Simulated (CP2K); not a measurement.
Two runs for the C K edge of isocyanoacetaldehyde. Run A: CP2K XAS_TDP, all-electron GAPW, PBEh(45%), aug-cc-pVDZ, TDA, no relativity. Run B differs in one setting.

First lines with a strength over 0.0015. A:

| atom | energy (eV) | states | strength, one atom |
| --- | --- | --- | --- |
| C1 (bonded to N) | 281.68 | 1 | 0.0711 |
|  | 281.74 | 1 | 0.0704 |
|  | 286.68 | 1 | 0.0024 |
|  | 286.94 | 1 | 0.0025 |
|  | 287.44 | 1 | 0.0020 |
| C3 (bonded to C, N and 2 H) | 285.58 | 1 | 0.0165 |
|  | 285.95 | 1 | 0.0218 |
|  | 286.71 | 1 | 0.0096 |
|  | 286.94 | 1 | 0.0209 |
|  | 287.53 | 1 | 0.0080 |
| C4 (bonded to C, O and H) | 281.80 | 1 | 0.0690 |
|  | 286.77 | 1 | 0.0130 |
|  | 287.88 | 1 | 0.0020 |
|  | 288.11 | 1 | 0.0211 |
|  | 288.34 | 1 | 0.0016 |

B:

| atom | energy (eV) | states | strength, one atom |
| --- | --- | --- | --- |
| C1 (bonded to N) | 289.13 | 1 | 0.0693 |
|  | 289.19 | 1 | 0.0686 |
|  | 294.13 | 1 | 0.0023 |
|  | 294.40 | 1 | 0.0024 |
|  | 294.89 | 1 | 0.0019 |
| C3 (bonded to C, N and 2 H) | 291.81 | 1 | 0.0161 |
|  | 292.19 | 1 | 0.0213 |
|  | 292.94 | 1 | 0.0094 |
|  | 293.18 | 1 | 0.0205 |
|  | 293.77 | 1 | 0.0078 |
| C4 (bonded to C, O and H) | 288.69 | 1 | 0.0673 |
|  | 293.66 | 1 | 0.0127 |
|  | 294.77 | 1 | 0.0020 |
|  | 295.00 | 1 | 0.0206 |
|  | 295.23 | 1 | 0.0016 |

Question: Which was it: the basis, the functional, scalar relativity switched on, GW2X switched on?

GW2X switched on. GW2X shifts an atom's lines together and keeps their spacings. Against PBEh(45%) in aug-cc-pVDZ, the leading lines move by +7.45 eV (C1, to 289.13), +6.23 eV (C3, to 291.81) and +6.89 eV (C4, to 288.69).

[Hosts, paths, dates, database ids (printed as entryN), source tags and the programs' standing remarks are cut or masked in the printed files.]
